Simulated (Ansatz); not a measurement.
# LiMgF3 (model cell, started as cubic perovskite with Mg in the octahedra): phonons and vibrational spectra, part 3 of 3

How does LiMgF3 (model cell, started as cubic perovskite with Mg in the octahedra) vibrate, and is this structure a minimum?

Ansatz 0.2.0; DFT PBEsol, scalar-relativistic, plane waves, PAW; PAW set soft_1.

So far. Step 4 (Tight relaxation): The forces vanish by symmetry and the pressure is -0.007 GPa, within the tolerances set. The cell now holds 11.62 Å³/atom. Step 5 (Zone-centre response): Before it was imposed, the acoustic sum rule was missed by 0.0012 eV/Å² and the charge sum rule by 4.7e-5 e. Small misses are needed for a sound result but don't prove that mesh and cutoff are converged. The relaxed cell has a = 3.873 Å (conventional setting).

The structure was built from a prototype and need not be the compound's stable phase.

## 6. The dispersion

Stability and thermal properties need the whole zone. Linear response on a 4×4×4 q mesh gives force constants as far as a supercell of that size would, and the tensors from the zone-centre run are typed in so that the long-range dipole term is interpolated apart.

Input file input.yaml:

```yaml
crystal:
  lattice:
    - [3.8727366541, 0.0, 0.0]
    - [0.0, 3.8727366541, 0.0]
    - [0.0, 0.0, 3.8727366541]
  atoms:
    - { symbol: Li, position: [0.0, 0.0, 0.0] }
    - { symbol: Mg, position: [0.5, 0.5, 0.5] }
    - { symbol: F, position: [0.5, 0.5, 0.0] }
    - { symbol: F, position: [0.5, 0.0, 0.5] }
    - { symbol: F, position: [0.0, 0.5, 0.5] }
kpoints:
  mp_grid: { grid: [8, 8, 8] }
hamiltonian:
  xc: pbesol
  pseudopotentials: { kind: paw, azcp: { folder: soft_1 }, xc_functional: pbe }
scf:
  occupations: { method: fixed }
output:
  eigenvalues: true
phonons:
  method: dfpt
  qmesh: [4, 4, 4]
  temperatures: { t_max: 1000, t_step: 50 }
  qpath:
    path:
      - [[0.0, 0.0, 0.0], [0.0, 0.5, 0.0], [0.5, 0.5, 0.0], [0.0, 0.0, 0.0], [0.5, 0.5, 0.5], [0.0, 0.5, 0.0]]
      - [[0.5, 0.5, 0.5], [0.5, 0.5, 0.0]]
    npoints: 10
  non_analytic_term:
    high_frequency_dielectric_tensor: [[1.9891, 0.0, 0.0], [0.0, 1.9891, 0.0], [0.0, 0.0, 1.9891]]
    born_effective_charges:
      - { species: Li, tensor: [[1.2038, 0.0, 0.0], [0.0, 1.2038, 0.0], [0.0, 0.0, 1.2038]] }
      - { species: Mg, tensor: [[1.886, 0.0, 0.0], [0.0, 1.886, 0.0], [0.0, 0.0, 1.886]] }
      - { species: F, tensor: [[-0.9062, 0.0, 0.0], [0.0, -0.9062, 0.0], [0.0, 0.0, -1.2774]] }
      - { species: F, tensor: [[-0.9062, 0.0, 0.0], [0.0, -1.2774, 0.0], [0.0, 0.0, -0.9062]] }
      - { species: F, tensor: [[-1.2774, 0.0, 0.0], [0.0, -0.9062, 0.0], [0.0, 0.0, -0.9062]] }
    source: "zone-centre run at this cell"
```

On the command line:

```bash
ansatz run input.yaml --threads 8 --pin off --max-ram 16384MiB --backend cpu --events-out ev --progress --plain --runs-dir out
```

Numbers of over 12 decimals in the logs are rounded to 6 here.

The program printed:

```text
[...]
Crystal: 5 atoms, lattice volume = 58.084 Å³
Basis set: ecut = 420 eV, 1141 PW (Γ), exchange–correlation on 54×54×54 points (8 copies of the dense FFT grid, shifted against one another)
Bands: 22, of which v1, the nominal top of the filled ones, is band 17 counted from 1 (16 counted from 0)
Symmetry: 48 space group operations
k-points: 35 of 512
[...]
SCF iter   1: F=—  HF=-4524.809570 eV  |F-HF|=—  |Δ(HF+E_count)|=         —  Δρ=1.02e-1  dr2=4.24e0  ethr=3.10e-3  ⟨swp⟩=4.4  Hψ=3356  notcnv=0  defer=71
[...]
SCF iter  11: F=-4523.439971 eV  HF=-4523.439971 eV  |F-HF|=2.73e-12  |Δ(HF+E_count)|=  5.00e-11  Δρ=4.95e-8  dr2=1.00e-12  ethr=1.00e-12  ⟨swp⟩=11.0  Hψ=4113  notcnv=0
SCF 1 converged in 11 iterations: F = -4523.439971 eV  dr2 = 1.00e-12
[...]
NSCF: frozen V_eff on 35 k-points
[...]
DFPT response loops at q = (0, 0, 0) (fractional): preconditioner auto → none (the input reference at scf.mixing.eps_inf says where Resta's filter doesn't serve); β = 0.50; Broyden in place of MSR1
[...]
SCF converged after 11 iterations
Free energy (F): -4523.439971 eV
[...]
Internal energy: -4523.439971 eV  (E = F + TS)
E sigma→0 (E₀):  -4523.439971 eV
Fermi energy:    0.931924 eV
[...]
--- Band table (eV; the first three rows and the last of 35) ---
  k-point 0: bands = [... 13 lower, 0.2347, 0.4396, 0.4396, 0.4396, 6.8136, 13.9627, 13.9627, 13.9627, ... 1 higher]
  k-point 1: bands = [... 13 lower, 0.2030, 0.2684, 0.4145, 0.4145, 7.0463, 12.9157, 13.8491, 13.8491, ... 1 higher]
  k-point 2: bands = [... 13 lower, 0.0561, 0.1275, 0.3892, 0.3892, 7.6581, 11.6717, 13.6051, 13.6051, ... 1 higher]
  k-point 34: bands = [... 13 lower, -0.2769, 0.9319, 0.9319, 0.9319, 10.7911, 12.2973, 12.2973, 12.2973, ... 1 higher]
--- Phonons (Γ-DFPT): 4 representative perturbations + reference (Σ response iterations 14) ---
  ASR residual: 1.278e-3 → 0.000e0 eV/Å²; symmetrization residual: 1.417e-6 eV/Å²
  ASR residual per site (eV/Å²): 9.28e-5 1.28e-3 8.94e-4 8.94e-4 8.94e-4
[...]
--- Phonons (arbitrary-q DFPT): 10 irreducible q on the 4×4×4 mesh ---
  q = [0.0000, 0.0000, 0.0000] (star 1, of the zone-centre solve; hermiticity 1.79e-7, symmetrization 4.79e-13): -228.19 -228.19 -228.19 -0.00 0.00 0.00 89.72 89.72 89.72 293.86 293.86 293.86 572.16 572.16 572.16
  q = [0.0000, 0.0000, 0.2500] (star 6, 9 solved perturbations in 1560 linear systems a pass and spin channel, the states on 200 of 512 k-point pairs; hermiticity 1.53e-7, symmetrization 5.06e-13): -220.25 -220.25 38.30 38.30 101.14 123.38 123.38 146.49 223.57 276.84 276.84 374.00 571.31 571.31 622.89
[...]
q = [0.0000, 0.2500, -0.5000] (star 12, 15 solved perturbations on 200 of 512 k-point pairs; hermiticity 1.28e-7, symmetrization 3.67e-14): -209.13 -199.03 -135.83 -104.19 89.47 159.92 180.39 204.52 235.31 249.63 367.93 479.88 480.59 569.63 585.63
[...]
sum rule: each row above includes the acoustic sum rule's correction from the zone centre's row sums; it moved no ω² by more than (3.78 cm⁻¹)²
  mesh force constants: q→R imaginary residual 7.04e-19; ASR residual 1.278e-3 → 0.000e0 eV/Å²; symmetrization residual 7.105e-15 eV/Å²
  interpolated dispersion: 63 rows × 15 modes
  density of states and harmonic sums: on the 16×16×16 q-mesh, interpolated from the force constants of a 4×4×4 supercell (with the dipole–dipole term of supplied tensors)
  largest difference from the sums on the solved wave vectors: F 1.38e-1 eV, S 1.85e-4 and C_V 4.81e-5 eV/K
  zero-point energy: 0.219579 eV/cell   skipped modes (ω ≤ 0): 678, of them read as no rigid motion or as one in doubt: 675 (4.132e0 modes/cell left out, lowest -228.19 cm⁻¹)   left out of the sums: 2.76e-1 of the cell's modes: C_V's classical limit lies that fraction below 3 k_B per atom; for a crystal, a wire or a layer, F and S can be off by more, and a phonons.interpolated_qmesh denser along its periods is the remedy for the sampling
```

It took 2.1 min on 8 threads of INTEL XEON PLATINUM 8581C at 2.30GHz (Emerald Rapids), shared host; peak memory 1.7 GiB; 15 min of CPU time.

Numbers from this step:

```
sum-rule residual before enforcement                    : 0.001278 eV/Å²
lowest frequency on the path                            : -228.2 cm⁻¹
highest frequency on the path or at a solved wavevector : 662.6 cm⁻¹
lowest mode on the q mesh (acoustic modes at Γ apart)   : -228.2 cm⁻¹
```

Frequencies (cm⁻¹) solved at each irreducible wavevector; negative means imaginary. Frequencies by wavevector, by row:

```csv
q in reciprocal lattice units,star,mode 1,mode 2,mode 3,mode 4,mode 13,mode 14,mode 15
0 0 0,1,-228.2,-228.2,-228.2,0,572.2,572.2,572.2
0 0 0.25,6,-220.2,-220.2,38.3,38.3,571.3,571.3,622.9
0 0 -0.5,3,-211.6,-211.6,-4.8,-4.8,534.4,570.5,570.5
0 0.25 0.25,12,-216.9,-210.5,-77.3,-71.6,528.3,570.5,625.5
0 0.25 -0.5,12,-209.1,-199,-135.8,-104.2,480.6,569.6,585.6
0 -0.5 -0.5,3,-203.1,-203.1,-182.8,-161.7,479,546.1,568.8
0.25 0.25 0.25,8,-215.1,-215.1,-93.1,-85.2,527.4,527.4,627.5
0.25 0.25 -0.5,12,-213.1,-196.6,-170.4,-122.5,469.6,526.4,601.1
0.25 -0.5 -0.5,6,-206.6,-206.6,-200,-162,458.8,497.5,583.3
-0.5 -0.5 -0.5,1,-214,-214,-214,-162.4,436.8,436.8,569.8
```

Interpolated from a 4×4×4 q mesh, with the LO-TO term (at Γ the limit along the path; where Γ stands inside the path, tables give the limit on arrival). Phonon branches along the path, in cm⁻¹:

```csv
point,branch 1,branch 2,branch 3,branch 4,branch 12,branch 13,branch 14,branch 15
Γ,-228,-228,0,0,334,572,572,663
halfway,-220,-220,38,38,374,571,571,623
X,-212,-212,-5,-5,481,534,570,570
halfway,-209,-199,-136,-104,480,481,570,586
M,-203,-203,-183,-162,479,479,546,569
halfway,-217,-210,-77,-72,376,528,570,626
Γ,-228,-228,0,0,334,572,572,663
halfway,-215,-215,-93,-85,381,527,527,628
R,-214,-214,-214,-162,437,437,437,570
halfway,-213,-197,-170,-122,469,470,526,601
X,-212,-212,-5,-5,481,534,570,570
jump to R,-214,-214,-214,-162,437,437,437,570
halfway,-207,-207,-200,-162,459,459,498,583
M,-203,-203,-183,-162,479,479,546,569
```

Tetrahedra on a 16×16×16 mesh, mean over bins of 10 cm-1. Interpolated from a 4×4×4 q mesh. Table of phonon density of states by wavenumber; read off at these points:

```csv
wavenumber (cm⁻¹),phonon density of states (1/cm⁻¹/cell)
-225,0.0138
-215,0.100
-205,0.0677
-175,0.00695
-155,0.0173
-125,0.0150
-105,0.0139
-85,0.0113
-55,0.00844
-35,0.00614
-5,0.00594
15,0.00724
35,0.0120
65,0.0128
85,0.0145
115,0.0153
135,0.0138
155,0.0113
185,0.0197
205,0.0257
235,0.0257
255,0.031
265,0.032
285,0.0262
305,0.0141
325,0.00998
355,0.0127
375,0.0128
405,0.0133
425,0.0146
445,0.0131
475,0.0177
495,0.0141
525,0.0153
545,0.0183
565,0.0410
595,0.0236
615,0.0118
645,0.00478
665,1.1e-4
```

The partial phonon density of states has structure finer than the step of the table below, so its rows give means over 25 cm⁻¹, whole bins alone (the curve runs from -238 to 690 cm⁻¹). Peaks (cm⁻¹: height): F -209.0: 0.0166, -139.0: 0.0137, 47.7: 0.0159, 82.7: 0.0153, 263.6: 0.0219, 567.0: 0.0213, 596.2: 0.0152; Li -209.0: 0.0662; Mg 257.8: 0.00701, 345.3: 0.00558, 374.4: 0.00668, 409.5: 0.00749, 473.6: 0.0115, 567.0: 0.0103, 596.2: 0.00554.

Phonopy on the run's constants, 15x15x15 mesh, Gaussian sigma 6.6 cm-1. Interpolated from a 4×4×4 q mesh. The partial phonon density of states by wavenumber; means over each step; values in 1/cm⁻¹/cell:

```csv
wavenumber (cm⁻¹),F,Li,Mg
-225,0.00648,0.0267,1.6e-4
-200,0.00974,0.0403,3.3e-4
-175,0.00328,0.00684,1.5e-4
-150,0.0119,0.00356,1.4e-4
-125,0.0121,0.00248,1.2e-4
-100,0.0118,0.00229,1.5e-4
-75,0.00877,0.00114,1.3e-4
-50,0.00832,0.00108,2.0e-4
-25,0.00374,4.8e-4,1.2e-4
0,0.00133,1.3e-4,1.2e-4
25,0.00814,6.7e-4,8.2e-4
50,0.0140,0.00122,0.00157
75,0.0133,0.00126,0.00104
100,0.0139,0.00180,0.00117
125,0.0125,0.00135,0.00110
150,0.00976,0.00199,0.00151
175,0.0107,0.00465,0.00341
200,0.0160,0.00512,0.00446
225,0.0185,0.00254,0.00474
250,0.0207,0.00187,0.00655
275,0.0197,0.00251,0.00681
300,0.0104,0.00207,0.00561
325,0.00501,0.00123,0.00436
350,0.00631,0.00126,0.00462
375,0.00693,0.00120,0.00563
400,0.00682,9.0e-4,0.00582
425,0.00707,6.1e-4,0.00571
450,0.00592,5.3e-4,0.00798
475,0.00674,6.0e-4,0.0103
500,0.00822,2.1e-4,0.00618
525,0.00997,1.0e-4,0.00532
550,0.0144,7.7e-5,0.00708
575,0.0163,1.3e-4,0.00692
600,0.0131,4.5e-4,0.00502
625,0.00585,3.5e-4,0.00313
650,0.00214,1.7e-4,0.00141
675,1.4e-4,1.3e-5,9.5e-5
```

Symmetry leaves 10 wavevectors to solve. The lowest mode among them, the acoustic zeros apart, lies at Γ and is imaginary, 228.2i cm⁻¹, so the energy falls along it.

## 7. What came out

| Property | Result |
| --- | --- |
| space group after relaxation (within 0.01 Å) | Pm-3m |
| volume per atom | 11.6 Å³ |
| gap on the k-mesh | 5.88 eV |
| highest optical mode at the zone centre (no LO-TO term) | 572 cm⁻¹ |
| top of the zone-centre spectrum with the field | 663 cm⁻¹ |
| lowest optical zone-centre mode | -228 cm⁻¹ |
| mean high-frequency dielectric constant | 1.99 |
| largest Born charge (third of the trace) | 1.89 e |
| lowest mode on the q mesh (acoustic modes at Γ apart) | -228 cm⁻¹ |
| highest frequency on the path or at a solved wavevector | 663 cm⁻¹ |
| imaginary modes on the 4×4×4 q mesh | yes |

**Reading.** Modes are clearly imaginary (beyond 10i cm⁻¹) at 10 of the 10 irreducible wavevectors, most at Γ (228.2i cm⁻¹), so this structure is not a minimum of the energy. Without the field, the optical modes at Γ span -228 to 572 cm⁻¹ (negative means imaginary). The highest mode in this list at Γ, 572.2 cm⁻¹, has its largest share on F (67 % of the kinetic energy). With the macroscopic field of the longitudinal modes the top of the zone-centre spectrum lies at 663 cm⁻¹, against 572 cm⁻¹ without it. Among the real modes, the strongest infrared line is at 572 cm⁻¹. The PAW files were made for PBE and serve the other functionals too. The starting cell was built on a prototype and not taken from a measurement, so the phase need not exist. These are harmonic frequencies at zero temperature: anharmonic shifts, linewidths and thermal expansion are left out.

[Logs are printed without paths, hosts, clocks, repeated set-up lines and the standing remarks that a program may print on its own settings, such as how far it seeks lower states.]

[Hosts, paths, dates, database ids (printed as entryN), source tags and the programs' standing remarks are cut or masked in the printed files.]
